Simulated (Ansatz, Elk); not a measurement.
# How far do independent atoms describe ZrNbBN?, part 2 of 2

Structure refinements treat a crystal as free atoms side by side. For a made-up structure of ZrNbBN (cell and positions from a PBE relaxation) the runs below show what the calculated density changes in F(hkl).

Elk 11.2.3 (patched build); all-electron DFT.

So far: The structure; Ground state and structure factors; The highest occupied states alone.

The structure was built from a prototype and need not be the compound's stable phase.

### Step 4. Another functional

Level of this step: DFT, LDA (Perdew-Wang), all-electron APW+lo, Dirac cores, scalar-relativistic bands, static density, no spin (Elk).

The difference from free atoms is small, so it is set against the change that LDA (Perdew-Wang) makes.

Contents of elk.in:

```
tasks
  0
  195

xctype
  3

spinpol
  .false.

rgkmax
  7.0

gmaxvr
  14.0

lmaxo
  7

lmaxapw
  8

swidth
  0.002

tshift
  .false.

ramdisk
  .false.

hmaxvr
  5.5

maxscl
  120

epspot
  1e-06

sppath
  './'

avec
  3.08384381115 1.78045805484 10.14740652050
  -3.08384381115 1.78045805484 10.14740652050
  -0.00000000000 -3.56091610868 10.14740652067

atoms
  4
  'Nb.in'
  1
  0.7507782494 0.7507782494 0.7507782494   0.000000 0.000000 0.000000
  'Zr.in'
  1
  0.2483636335 0.2483636335 0.2483636335   0.000000 0.000000 0.000000
  'N.in'
  1
  0.4974568874 0.4974568874 0.4974568874   0.000000 0.000000 0.000000
  'B.in'
  1
  0.0045012027 0.0045012027 0.0045012027   0.000000 0.000000 0.000000

ngridk
  8 8 8
```

Command:

```console
$ OMP_NUM_THREADS=4 elk
```

Numbers of over 12 decimals in the logs are rounded to 6 here.

What it wrote:

```text
┌─────────────────────────┐
│ Elk code version 11.2.3 │
└─────────────────────────┘

All units are atomic (Hartree, Bohr, etc.)

┌─────────────────────────────────────────────────┐
│ Ground-state run starting from atomic densities │
└─────────────────────────────────────────────────┘

Lattice vectors :
   3.083843811       1.780458055       10.14740652
  -3.083843811       1.780458055       10.14740652
  -0.000000000      -3.560916109       10.14740652

Reciprocal lattice vectors :
   1.018726254      0.5881618770      0.2063970826
[...]
species : 1 (Nb)
[...]
species : 2 (Zr)
[...]
species : 3 (N)
   atom 1                    :    6.395935938     ( -0.4106200596E-05)
  species : 4 (B)
   atom 1                    :    3.923236724     (  0.1109486387E-03)
 total in muffin-tins        :    87.39913791
 total calculated charge     :    92.99719003
 total charge                :    93.00000000
 error                       :   0.2809970214E-02

┌──────────────────────────────┐
│ Self-consistent loop stopped │
└──────────────────────────────┘

Warning : core states of species 4 leak from the muffin-tin :   0.1109486387E-03

Wrote STATE.OUT
[key lines of the parts left out:]
total energy                :     -7490.9241608933
```

Run time: 34 s. Hardware: 4 threads of Arm Neoverse V2, shared host; peak memory 0.16 GiB.

Against the first run R = 0.05 %; the largest change is -0.037 at 410.

### Step 5. Basis size

The basis and the expansions that go with it are enlarged, to see whether the differences are converged.

elk.in, as its differences from that of step 4:

```diff
@@ -5,3 +5,3 @@
 xctype
-  3
+  20
 
@@ -11,12 +11,12 @@
 rgkmax
-  7.0
+  8.5
 
 gmaxvr
-  14.0
+  18.0
 
 lmaxo
-  7
+  9
 
 lmaxapw
-  8
+  10
```

Command:

```console
$ OMP_NUM_THREADS=4 elk
```

What it wrote:

```text
┌─────────────────────────┐
│ Elk code version 11.2.3 │
└─────────────────────────┘

All units are atomic (Hartree, Bohr, etc.)

┌─────────────────────────────────────────────────┐
│ Ground-state run starting from atomic densities │
└─────────────────────────────────────────────────┘

Lattice vectors :
   3.083843811       1.780458055       10.14740652
  -3.083843811       1.780458055       10.14740652
  -0.000000000      -3.560916109       10.14740652

Reciprocal lattice vectors :
   1.018726254      0.5881618770      0.2063970826
[...]
species : 1 (Nb)
[...]
species : 2 (Zr)
[...]
species : 3 (N)
   atom 1                    :    6.426846426     (  0.1153993034E-07)
  species : 4 (B)
   atom 1                    :    3.930442723     (  0.1053202632E-03)
 total in muffin-tins        :    87.40454962
 total calculated charge     :    92.99965993
 total charge                :    93.00000000
 error                       :   0.3400692555E-03

┌──────────────────────────────┐
│ Self-consistent loop stopped │
└──────────────────────────────┘

Warning : core states of species 4 leak from the muffin-tin :   0.1053202632E-03

Wrote STATE.OUT
[key lines of the parts left out:]
total energy                :     -7499.4419769082
```

Elapsed: 2.3 min, on 4 threads; peak memory 0.3 GiB; 8.2 min of CPU time.

Against the first run R = 0.01 %; the largest change is +0.009 at 036.

### Step 6. Basis size

A smaller basis shows how fast F responds to it; the change is likely larger than the basis error of the first run, but doesn't show convergence.

elk.in, as its differences from that of step 5:

```diff
@@ -11,12 +11,12 @@
 rgkmax
-  8.5
+  5.5
 
 gmaxvr
-  18.0
+  14.0
 
 lmaxo
-  9
+  7
 
 lmaxapw
-  10
+  8
```

Command:

```console
$ OMP_NUM_THREADS=4 elk
```

What it wrote:

```text
┌─────────────────────────┐
│ Elk code version 11.2.3 │
└─────────────────────────┘

All units are atomic (Hartree, Bohr, etc.)

┌─────────────────────────────────────────────────┐
│ Ground-state run starting from atomic densities │
└─────────────────────────────────────────────────┘

Lattice vectors :
   3.083843811       1.780458055       10.14740652
  -3.083843811       1.780458055       10.14740652
  -0.000000000      -3.560916109       10.14740652

Reciprocal lattice vectors :
   1.018726254      0.5881618770      0.2063970826
[...]
species : 1 (Nb)
[...]
species : 2 (Zr)
[...]
species : 3 (N)
   atom 1                    :    6.370660874     (  0.1007233097E-07)
  species : 4 (B)
   atom 1                    :    3.903403096     (  0.1048356841E-03)
 total in muffin-tins        :    87.26787406
 total calculated charge     :    92.99778095
 total charge                :    93.00000000
 error                       :   0.2219050725E-02

┌──────────────────────────────┐
│ Self-consistent loop stopped │
└──────────────────────────────┘

Warning : core states of species 4 leak from the muffin-tin :   0.1048356841E-03

Wrote STATE.OUT
[key lines of the parts left out:]
total energy                :     -7499.3801061383
```

Elapsed: 39 s, on 4 threads; peak memory 0.16 GiB; 2.2 min of CPU time.

Against the first run R = 0.04 %; the largest change is -0.046 at 104.

### Step 7. Settings against the effect

```
                              run  R against the first run (%)  R against neutral atoms, low angle (%)  wall time
                    PBE, rgkmax 7                         0.00                                    1.08       51 s
                LDA (Perdew-Wang)                         0.05                                    1.03       34 s
rgkmax 8.5 with larger expansions                         0.01                                    1.08    2.3 min
                       rgkmax 5.5                         0.04                                    1.03       39 s
```

### Step 8. What came out

```json
{
  "R against neutral atoms, sin θ/λ < 0.3 Å⁻¹": "1.08 %",
  "R against neutral atoms, 0.3 to 0.83 Å⁻¹": "0.29 %"
}
```

**Reading.** Independent neutral atoms miss the calculated amplitudes by R = 1.08 % below 0.3 Å⁻¹ and 0.29 % from there to 0.83 Å⁻¹; by shells, 7.02 % below 0.15 Å⁻¹ (1 form), 1.03 % 0.15 to 0.3 (7 forms), 0.42 % 0.3 to 0.45 (15 forms), 0.26 % above 0.45 (90 forms). Bonding, aspherical density and the tables' own atoms all enter these figures, and the runs don't part them. The largest change of an amplitude is -0.85 electrons, at 012. R counts amplitudes alone; phases shift too. The window's part falls from 16.7 electrons at the origin to at most 0.32 between 0.45 and 0.83 Å⁻¹. Below 0.3 Å⁻¹ the changes that finished (LDA (Perdew-Wang), rgkmax 8.5 with larger expansions and rgkmax 5.5) move F by R = 0.06 % at most, against the 1.08 % that separates it from free atoms. The k-mesh has no finished test. These runs have no spin, though d or f shells may be open. The electron count is odd, so without spin the run is a metal by force. Part of the difference isn't bonding: the tables are fits to free atoms and ions calculated by other methods than this functional. Thermal motion, anomalous dispersion and extinction are left out.

[Logs are printed without paths, hosts, clocks, repeated set-up lines and the standing remarks that a program may print on its own settings, such as how far it seeks lower states.]

[Hosts, paths, dates, database ids (printed as entryN), source tags and the programs' standing remarks are cut or masked in the printed files.]
